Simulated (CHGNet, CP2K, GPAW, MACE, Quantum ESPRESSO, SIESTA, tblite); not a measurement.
# What went wrong? CP2K on generalised stacking fault on (111) (glide set) of a Ge-Si solid solution (72 atoms)

Program: CP2K 2026.2, a calculation on a cell of 51 Ge and 21 Si, 22.1 Å³ an atom.

File input.inp:

```
&GLOBAL
  PROJECT cell
  RUN_TYPE ENERGY_FORCE
  PRINT_LEVEL LOW
&END GLOBAL
&FORCE_EVAL
  METHOD QS
  STRESS_TENSOR ANALYTICAL
  &DFT
    BASIS_SET_FILE_NAME BASIS_MOLOPT
    POTENTIAL_FILE_NAME GTH_POTENTIALS
    &MGRID
      CUTOFF 350
      REL_CUTOFF 50
    
    &QS
      EPS_DEFAULT 1.0E-12
    &END QS
    &SCF
      SCF_GUESS ATOMIC
      EPS_SCF 1.0E-06
      MAX_SCF 60
      ADDED_MOS 32
      &DIAGONALIZATION
        ALGORITHM STANDARD
      &END DIAGONALIZATION
      &SMEAR ON
        METHOD FERMI_DIRAC
        ELECTRONIC_TEMPERATURE [K] 580
      &END SMEAR
      &MIXING
        METHOD BROYDEN_MIXING
        ALPHA 0.15
        NBROYDEN 8
      &END MIXING
      &PRINT
        &RESTART OFF
        &END RESTART
      &END PRINT
    &END SCF
    &XC
      &XC_FUNCTIONAL PBE
      &END XC_FUNCTIONAL
    &END XC
    &PRINT
      &MULLIKEN ON
      &END MULLIKEN
      &HIRSHFELD ON
        SHAPE_FUNCTION DENSITY
      &END HIRSHFELD
      &MO ON
        EIGENVALUES T
        OCCUPATION_NUMBERS T
        MO_INDEX_RANGE 133 156
        &EACH
          QS_SCF 0
        &END EACH
        ADD_LAST NUMERIC
      &END MO
    &END PRINT
  &END DFT
  &SUBSYS
    &CELL
      A 6.84865 0.00000 0.00000
      B 0.00000 11.86221 0.00000
      C 2.85363 0.00000 19.57091
    &END CELL
    &COORD
      Ge 3.38549 1.95667 0.41471
      Ge 3.42123 1.97387 2.82467
      Ge 5.74280 1.93496 3.60261
      Si 5.75039 1.92085 5.94721
      Si 6.79465 11.77360 0.32155
      Ge 6.80953 0.00344 2.81293
      Si 2.22704 11.82840 3.60398
      Ge 2.29762 0.01613 6.03117
      Ge 4.56418 11.81939 6.89307
      Si 4.60060 0.02017 9.34335
[... 58 atom lines left out ...]
      Si 8.01556 5.98567 16.51765
      Si 8.05786 5.94285 18.98574
      Ge 7.98704 9.82488 16.46344
      Si 7.97269 9.95643 18.97791
    &END COORD
    &KIND Ge
      BASIS_SET DZVP-MOLOPT-SR-GTH-q4
      POTENTIAL GTH-PBE-q4
    &END KIND
    &KIND Si
      BASIS_SET DZVP-MOLOPT-SR-GTH-q4
      POTENTIAL GTH-PBE-q4
    &END KIND
  &END SUBSYS
  &PRINT
    &FORCES ON
    &END FORCES
    &STRESS_TENSOR ON
    &END STRESS_TENSOR
  &END PRINT
&END FORCE_EVAL
```

On the command line:

```sh
OMP_NUM_THREADS=2 cp2k.psmp -i input.inp > output.txt
```

The log of the run:

```text
Possible matches for unknown subsection
 QS
   keyword NGRIDS in section %__ROOT__%FORCE_EVAL%DFT%MGRID score:  105
   keyword NGRIDS in section %__ROOT__%FORCE_EVAL%PROPERTIES%TDDFPT%MGRID score:  105
   keyword NGRIDS in section %__ROOT__%FORCE_EVAL%PROPERTIES%RIXS%TDDFPT%MGRID score:  105
   keyword CUTOFF in section %__ROOT__%FORCE_EVAL%DFT%MGRID score:  104
   subsection RS_GRID in section %__ROOT__%FORCE_EVAL%DFT%MGRID score:  104
 *   ___                                                                       *
 *  /   \                                                                      *
 * [ABORT]                                                                     *
 *  \___/                 unknown subsection QS of section MGRID               *
 *    |                                                                        *
 *  O/|                                                                        *
 * /| |                                                                        *
```

Elapsed: 0.74 s, on 2 threads of Arm Neoverse V1, shared host; peak memory 0.13 GiB.

Banners, paths, timers and routine set-up lines are dropped from the logs unmarked, and long logs keep their key lines alone; longer cuts are marked.

Q: Find the fault and mend it.

A section left open: &END MGRID left out. Mend: put back the line &END MGRID.

The program stopped at the start.

[Also dropped from logs without a mark: logging warnings of Python, and SIESTA's first energy breakdown and zero terms.]

[Logs are printed without paths, hosts, clocks, repeated set-up lines and the standing remarks that a program may print on its own settings, such as how far it seeks lower states.]

[Hosts, paths, dates, database ids (printed as entryN), source tags and the programs' standing remarks are cut or masked in the printed files.]
